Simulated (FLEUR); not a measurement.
# Fixed-spin-moment curve of BeCo with FLEUR, part 2 of 2

Aim: the energy of BeCo as a function of its total spin moment.

FLEUR MaX-R8.1; LDA (VWN); all-electron FLAPW, Dirac cores, scalar-relativistic bands.

So far, magnetization (μB): step 2 (the free run) 0.338.

## Step 3: No spin polarisation

File inp.xml:

```
<?xml version="1.0" encoding="UTF-8" standalone="no"?>
<fleurInput fleurInputVersion="0.39">
   <comment>
      BeCo
   </comment>
   <calculationSetup>
      <cutoffs Kmax="4.0" Gmax="12.0" GmaxXC="12.0" numbands="0"/>
      <scfLoop itmax="90" minDistance="0.00002" maxIterBroyd="15" imix="Anderson" alpha="0.05" precondParam="0.0" spinf="2.0" sdNocoIR="T"/>
      <coreElectrons ctail="T" frcor="F" kcrel="0" coretail_lmax="0"/>
      <xcFunctional name="vwn" relativisticCorrections="F"/>
      <magnetism jspins="1"/>
      <soc l_soc="F" theta="0.0" phi="0.0" spav="F"/>
      <expertModes spex="0" secvar="F"/>
      <geometryOptimization l_f="F" forcealpha="1.0" forcemix="BFGS" epsdisp="0.00001" epsforce="0.00001"/>
      <ldaU l_linMix="F" mixParam="0.05" spinf="1.0"/>
   </calculationSetup>
   <cell>
      <bzIntegration valenceElectrons="19.0" mode="hist" fermiSmearingEnergy="0.00293995">
         <kPointListSelection listName="default-1"/>
         <xi:include xmlns:xi="http://www.w3.org/2001/XInclude" href="kpts.xml"> </xi:include>
      </bzIntegration>
      <xi:include xmlns:xi="http://www.w3.org/2001/XInclude" href="sym.xml"> </xi:include>
      <bulkLattice scale="1.0">
         <bravaisMatrix>
            <row-1>    4.9246262807075993     0.0000000000000000     0.0000000000000000</row-1>
            <row-2>    0.0000000000000000     4.9246262807075993     0.0000000000000000</row-2>
            <row-3>    0.0000000000000000     0.0000000000000000     4.9246262807075993</row-3>
         </bravaisMatrix>
      </bulkLattice>
   </cell>
   <atomSpecies>
      <species name="Beryllium (Be)" element="Be" atomicNumber="4">
         <mtSphere radius="1.5" gridPoints="497" logIncrement="0.02"/>
         <atomicCutoffs lmax="6" lnonsphr="4"/>
         <electronConfig flipSpins="F">
            <coreConfig>(1s1/2)</coreConfig>
            <valenceConfig>(2s1/2)</valenceConfig>
         </electronConfig>
         <energyParameters s="2" p="2" d="3" f="4"/>
      </species>
      <species name="Cobalt (Co)" element="Co" atomicNumber="27">
         <mtSphere radius="2.4" gridPoints="793" logIncrement="0.015"/>
         <atomicCutoffs lmax="10" lnonsphr="8"/>
         <electronConfig flipSpins="F">
            <coreConfig>(1s1/2) (2s1/2) (2p1/2) (2p3/2)</coreConfig>
            <valenceConfig>(3s1/2) (3p1/2) (3p3/2) (4s1/2) (3d3/2) (3d5/2)</valenceConfig>
            <stateOccupation state="(3d3/2)" spinUp="1.400000" spinDown="1.400000"/>
            <stateOccupation state="(3d5/2)" spinUp="2.100000" spinDown="2.100000"/>
         </electronConfig>
         <energyParameters s="4" p="4" d="3" f="4"/>
         <lo type="SCLO" l="0" n="3" eDeriv="0"/>
         <lo type="SCLO" l="1" n="3" eDeriv="0"/>
      </species>
   </atomSpecies>
   <atomGroups>
      <atomGroup species="Beryllium (Be)">
         <relPos label="                   1">.0000000000 .0000000000 .0000000000</relPos>
         <force calculate="T" relaxXYZ="TTT"/>
      </atomGroup>
      <atomGroup species="Cobalt (Co)">
         <relPos label="                   2">1.000/2.000 1.000/2.000 1.000/2.000</relPos>
         <force calculate="T" relaxXYZ="TTT"/>
      </atomGroup>
   </atomGroups>
   <output dos="F" band="F" slice="F">
      <bandDOS minEnergy="-.5*Htr" maxEnergy="0.5*Htr" sigma="0.015" storeEVData="T"/>
      <plotting iplot="0" polar="F">
         <plot TwoD="T" vec1="  1.0  0.0  0.0" vec2="  0.0  1.0  0.0" vec3="  0.0  0.0  1.0" zero="  0.0  0.0  0.0" file="plot"/>
      </plotting>
      <moessbauerParams electricFieldGradient="F" isomerShift="F" coreHyperfine="F" valenceHyperfine="F"/>
   </output>
</fleurInput>
```

File crystal.txt:

```
BeCo
&input film=F cartesian=F /
2.60600000000  0.00000000000  0.00000000000
0.00000000000  2.60600000000  0.00000000000
0.00000000000  0.00000000000  2.60600000000
1.8897261246
1.0 1.0 1.0

2
4 0.00000000000  0.00000000000  0.00000000000
27 0.50000000000  0.50000000000  0.50000000000

&kpt div1=10 div2=10 div3=10 gamma=T /
```

Started as:

```sh
> OMP_NUM_THREADS=1 inpgen -f crystal.txt > inpgen.log  # inp.xml is then edited as shown
> OMP_NUM_THREADS=1 mpirun -n 4 fleur_MPI > fleur.log
```

The program printed:

```text
[banner, memory and clock lines left out]
Welcome to FLEUR        (www.flapw.de)
      MaX-Release 8.1          (www.max-centre.eu)

 ========== k-point set info ==========
 Selected k-point list: default-1
 k-point list type: mesh
 10 x 10 x 10
 Number of k points: 56

 [... set-up left out ...]
 Iteration:     1   Distance:      15.24908416 me/bohr^3
Nuclear radius smaller than smallest radial mesh point for atom type 1 -- skipping its core isomer shift
 Iteration:     2   Distance:      13.91185942 me/bohr^3
Nuclear radius smaller than smallest radial mesh point for atom type 1 -- skipping its core isomer shift
 Iteration:     3   Distance:       8.90050696 me/bohr^3
Nuclear radius smaller than smallest radial mesh point for atom type 1 -- skipping its core isomer shift
 Iteration:     4   Distance:       1.01979355 me/bohr^3
Nuclear radius smaller than smallest radial mesh point for atom type 1 -- skipping its core isomer shift
 Iteration:     5   Distance:       1.01904636 me/bohr^3
Nuclear radius smaller than smallest radial mesh point for atom type 1 -- skipping its core isomer shift
 Iteration:     6   Distance:       0.09900808 me/bohr^3
Nuclear radius smaller than smallest radial mesh point for atom type 1 -- skipping its core isomer shift
 Iteration:     7   Distance:       0.08743007 me/bohr^3
Nuclear radius smaller than smallest radial mesh point for atom type 1 -- skipping its core isomer shift
 Iteration:     8   Distance:       0.01144695 me/bohr^3
Nuclear radius smaller than smallest radial mesh point for atom type 1 -- skipping its core isomer shift
 Iteration:     9   Distance:       0.00654582 me/bohr^3
Nuclear radius smaller than smallest radial mesh point for atom type 1 -- skipping its core isomer shift
 Iteration:    10   Distance:       0.00122635 me/bohr^3
Nuclear radius smaller than smallest radial mesh point for atom type 1 -- skipping its core isomer shift
 Iteration:    11   Distance:       0.00006966 me/bohr^3
Nuclear radius smaller than smallest radial mesh point for atom type 1 -- skipping its core isomer shift
 Iteration:    12   Distance:       0.00010305 me/bohr^3
Nuclear radius smaller than smallest radial mesh point for atom type 1 -- skipping its core isomer shift
 Iteration:    13   Distance:       0.00000153 me/bohr^3

 ********************************************************************
 Run finished successfully
 Stop message:
   all done
 ********************************************************************

--- out.xml (last complete iteration) ---
<iteration numberForCurrentRun="   13" overallNumber="   13">
         [... left out ...]
         <bandgap value="0.0317972521" units="eV"/>
         <sumValenceSingleParticleEnergies value="-14.5934785260" units="Htr"/>
         <FermiEnergy value="0.3087375042" units="Htr"/>
         [... left out ...]
         <totalEnergy value="    -1405.7922508767" units="Htr">
            <sumOfEigenvalues value="     -807.3483904052">
               <coreElectrons value="-792.7549118791"/>
               <valenceElectrons value="-14.5934785260"/>
            </sumOfEigenvalues>
         [... left out ...]
            <freeEnergy value="-1405.7939879608"/>
            <extrapolationTo0K value="-1405.7931194187"/>
         </totalEnergy>
         <densityConvergence units="me/bohr^3">
            <chargeDensity spin="1" distance="0.0000015348"/>
         </densityConvergence>
      </iteration>
```

It took 2.4 s on 4 MPI ranks of AMD EPYC 9R45, shared host; peak memory 0.19 GiB.

Read from the output:

| Property | Result |
| --- | --- |
| free energy | -38253.6032 eV |
| program's band gap on this mesh (in a metal only a level spacing) | 0.03180 eV |
| final state | non-magnetic (no spin polarisation) |

Its energy lies +1.8 meV a cell from the free run's.

## Step 4: Moment fixed at 0.313 μB

Two Fermi energies hold the total moment; the run starts from the free run's density.

Changes to inp.xml since step 3:

```diff
@@ -10,3 +10,3 @@
       <xcFunctional name="vwn" relativisticCorrections="F"/>
-      <magnetism jspins="1"/>
+      <magnetism jspins="2" fixed_moment="0.313"/>
       <soc l_soc="F" theta="0.0" phi="0.0" spav="F"/>
@@ -40,3 +40,3 @@
       </species>
-      <species name="Cobalt (Co)" element="Co" atomicNumber="27">
+      <species name="Cobalt (Co2.001" element="Co" atomicNumber="27">
          <mtSphere radius="2.4" gridPoints="793" logIncrement="0.015"/>
@@ -46,4 +46,4 @@
             <valenceConfig>(3s1/2) (3p1/2) (3p3/2) (4s1/2) (3d3/2) (3d5/2)</valenceConfig>
-            <stateOccupation state="(3d3/2)" spinUp="1.400000" spinDown="1.400000"/>
-            <stateOccupation state="(3d5/2)" spinUp="2.100000" spinDown="2.100000"/>
+            <stateOccupation state="(3d3/2)" spinUp="1.5005" spinDown="1.2995"/>
+            <stateOccupation state="(3d5/2)" spinUp="3.0" spinDown="1.2"/>
          </electronConfig>
@@ -59,3 +59,3 @@
       </atomGroup>
-      <atomGroup species="Cobalt (Co)">
+      <atomGroup species="Cobalt (Co2.001">
          <relPos label="                   2">1.000/2.000 1.000/2.000 1.000/2.000</relPos>
```

Started as:

```sh
> OMP_NUM_THREADS=1 mpirun -n 4 fleur_MPI > fleur.log
```

The program printed:

```text
[banner, memory and clock lines left out]
Welcome to FLEUR        (www.flapw.de)
      MaX-Release 8.1          (www.max-centre.eu)

 ========== k-point set info ==========
 Selected k-point list: default-1
 k-point list type: mesh
 10 x 10 x 10
 Number of k points: 56

 [... set-up left out ...]
 Iteration:     1   Distance:       0.69408689 me/bohr^3
Nuclear radius smaller than smallest radial mesh point for atom type 1 -- skipping its core isomer shift
 Iteration:     2   Distance:       0.66539010 me/bohr^3
Nuclear radius smaller than smallest radial mesh point for atom type 1 -- skipping its core isomer shift
 Iteration:     3   Distance:       0.11702463 me/bohr^3
Nuclear radius smaller than smallest radial mesh point for atom type 1 -- skipping its core isomer shift
 Iteration:     4   Distance:       0.04262920 me/bohr^3
Nuclear radius smaller than smallest radial mesh point for atom type 1 -- skipping its core isomer shift
 Iteration:     5   Distance:       0.01208164 me/bohr^3
Nuclear radius smaller than smallest radial mesh point for atom type 1 -- skipping its core isomer shift
 Iteration:     6   Distance:       0.00665365 me/bohr^3
Nuclear radius smaller than smallest radial mesh point for atom type 1 -- skipping its core isomer shift
 Iteration:     7   Distance:       0.00260320 me/bohr^3
Nuclear radius smaller than smallest radial mesh point for atom type 1 -- skipping its core isomer shift
 Iteration:     8   Distance:       0.00066260 me/bohr^3
Nuclear radius smaller than smallest radial mesh point for atom type 1 -- skipping its core isomer shift
 Iteration:     9   Distance:       0.00208699 me/bohr^3
Nuclear radius smaller than smallest radial mesh point for atom type 1 -- skipping its core isomer shift
 Iteration:    10   Distance:       0.00004713 me/bohr^3
Nuclear radius smaller than smallest radial mesh point for atom type 1 -- skipping its core isomer shift
 Iteration:    11   Distance:       0.00005180 me/bohr^3
Nuclear radius smaller than smallest radial mesh point for atom type 1 -- skipping its core isomer shift
 Iteration:    12   Distance:       0.00000700 me/bohr^3

 ********************************************************************
 Run finished successfully
 Stop message:
   all done
 ********************************************************************

--- out.xml (last complete iteration) ---
<iteration numberForCurrentRun="   12" overallNumber="   39">
         [... left out ...]
         <bandgap value="0.0345407914" units="eV"/>
         <sumValenceSingleParticleEnergies value="-7.2990999929" units="Htr"/>
         <bandgap value="0.0341354122" units="eV"/>
         <sumValenceSingleParticleEnergies value="-14.5984439084" units="Htr"/>
         <FermiEnergy value="0.3095006890" units="Htr"/>
         <FixedTotalMoment fermiEnergyUp="0.3092998322" fermiEnergyDown="0.3095006890" units="Htr"/>
         [... left out ...]
         <magneticMomentsInMTSpheres units="muBohr">
            <globalMagMoment atomType="1" vec="0.00000   0.00000  -0.00670"/>
            <globalMagMoment atomType="2" vec="0.00000   0.00000   0.33302"/>
         </magneticMomentsInMTSpheres>
         [... left out ...]
         <totalEnergy value="    -1405.7924804971" units="Htr">
            <sumOfEigenvalues value="     -807.3552777694">
               <coreElectrons value="-792.7568338611"/>
               <valenceElectrons value="-14.5984439084"/>
            </sumOfEigenvalues>
         [... left out ...]
            <freeEnergy value="-1405.7940535283"/>
            <extrapolationTo0K value="-1405.7932670127"/>
         </totalEnergy>
         <densityConvergence units="me/bohr^3">
            <chargeDensity spin="1" distance="0.0000068444"/>
            <chargeDensity spin="2" distance="0.0000006108"/>
            <overallChargeDensity distance="0.0000070005"/>
            <spinDensity distance="0.0000067402"/>
         </densityConvergence>
      </iteration>
```

The job ended after 3.5 s (4 MPI ranks; peak memory 0.2 GiB).

Numbers from this step:

| Property | Result |
| --- | --- |
| magnetization | 0.313 μB |

Its energy lies +0.1 meV a cell from the free run's.

## Step 5: Moment fixed at 0.469 μB

Changes to inp.xml since step 4:

```diff
@@ -10,3 +10,3 @@
       <xcFunctional name="vwn" relativisticCorrections="F"/>
-      <magnetism jspins="2" fixed_moment="0.313"/>
+      <magnetism jspins="2" fixed_moment="0.469"/>
       <soc l_soc="F" theta="0.0" phi="0.0" spav="F"/>
```

The program printed:

```text
[banner, memory and clock lines left out]
Welcome to FLEUR        (www.flapw.de)
      MaX-Release 8.1          (www.max-centre.eu)

 ========== k-point set info ==========
 Selected k-point list: default-1
 k-point list type: mesh
 10 x 10 x 10
 Number of k points: 56

 [... set-up left out ...]
 Iteration:     1   Distance:       3.57958672 me/bohr^3
Nuclear radius smaller than smallest radial mesh point for atom type 1 -- skipping its core isomer shift
 Iteration:     2   Distance:       3.43028997 me/bohr^3
[...]
<sumOfEigenvalues value="     -807.3654573162">
               <coreElectrons value="-792.7599472985"/>
               <valenceElectrons value="-14.6055100177"/>
            </sumOfEigenvalues>
         [... left out ...]
            <freeEnergy value="-1405.7940026018"/>
            <extrapolationTo0K value="-1405.7932880103"/>
         </totalEnergy>
         <densityConvergence units="me/bohr^3">
            <chargeDensity spin="1" distance="0.0000017898"/>
            <chargeDensity spin="2" distance="0.0000012343"/>
            <overallChargeDensity distance="0.0000026363"/>
            <spinDensity distance="0.0000015822"/>
         </densityConvergence>
      </iteration>
```

It took 3.9 s on 4 MPI ranks; peak memory 0.19 GiB; 15 s of CPU time.

Numbers from this step:

```
magnetization : 0.469 μB
```

Its energy lies +1.4 meV a cell from the free run's.

## Step 6: Moment fixed at 0.156 μB

Changes to inp.xml since step 5:

```diff
@@ -10,3 +10,3 @@
       <xcFunctional name="vwn" relativisticCorrections="F"/>
-      <magnetism jspins="2" fixed_moment="0.469"/>
+      <magnetism jspins="2" fixed_moment="0.156"/>
       <soc l_soc="F" theta="0.0" phi="0.0" spav="F"/>
```

The program printed:

```text
[banner, memory and clock lines left out]
Welcome to FLEUR        (www.flapw.de)
      MaX-Release 8.1          (www.max-centre.eu)

 ========== k-point set info ==========
 Selected k-point list: default-1
 k-point list type: mesh
 10 x 10 x 10
 Number of k points: 56

 [... set-up left out ...]
 Iteration:     1   Distance:       5.10367980 me/bohr^3
Nuclear radius smaller than smallest radial mesh point for atom type 1 -- skipping its core isomer shift
 Iteration:     2   Distance:       4.89374207 me/bohr^3
[...]
<sumOfEigenvalues value="     -807.3499372193">
               <coreElectrons value="-792.7553141376"/>
               <valenceElectrons value="-14.5946230818"/>
            </sumOfEigenvalues>
         [... left out ...]
            <freeEnergy value="-1405.7940123488"/>
            <extrapolationTo0K value="-1405.7931668682"/>
         </totalEnergy>
         <densityConvergence units="me/bohr^3">
            <chargeDensity spin="1" distance="0.0000048473"/>
            <chargeDensity spin="2" distance="0.0000026547"/>
            <overallChargeDensity distance="0.0000056024"/>
            <spinDensity distance="0.0000054497"/>
         </densityConvergence>
      </iteration>
```

It took 3.9 s on 4 MPI ranks; peak memory 0.19 GiB; 15 s of CPU time.

This step gave:

| Property | Result |
| --- | --- |
| magnetization | 0.156 μB |

Its energy lies +1.2 meV a cell from the free run's.

## Step 7: E(M)

The other moments were run in the same way.

The energy over the lowest by total spin moment:

```csv
total spin moment (μB a cell),energy over the lowest (meV a cell)
0.000,1.84
0.156,1.18
0.313,0.0603
0.338,0
0.469,1.45
0.625,11.9
0.782,42.1
0.938,99.1
```

The moment, largest sphere moment by total spin moment:

```csv
total spin moment (μB a cell),"moment, largest sphere moment (μB)"
0.000,0
0.156,0.167
0.313,0.333
0.338,0.359
0.469,0.494
0.625,0.652
0.782,0.809
0.938,0.961
```

## Step 8: Results

| Item | Value |
| --- | --- |
| moment of the free run | 0.338 μB a cell |
| moment of the lowest point | 0.338 μB a cell |
| energy of the spinless run | 1.84 meV a cell over the lowest |

**Reading.** The lowest point lies 1.84 meV a cell under the spinless run, in free energy at a smearing of 0.08 eV. The point at zero is the spinless run. Opposed orders, which also have no total moment, were not run.

[Logs and program files are shortened in this print: banners, set-up blocks, solver, clock and traceback lines can be left out without a mark of their own.]

[Logs are printed without paths, hosts, clocks, repeated set-up lines and the standing remarks that a program may print on its own settings, such as how far it seeks lower states.]

[Hosts, paths, dates, database ids (printed as entryN), source tags and the programs' standing remarks are cut or masked in the printed files.]

[Where a cell is said to come from a database of computed structures, the database is the Materials Project.]
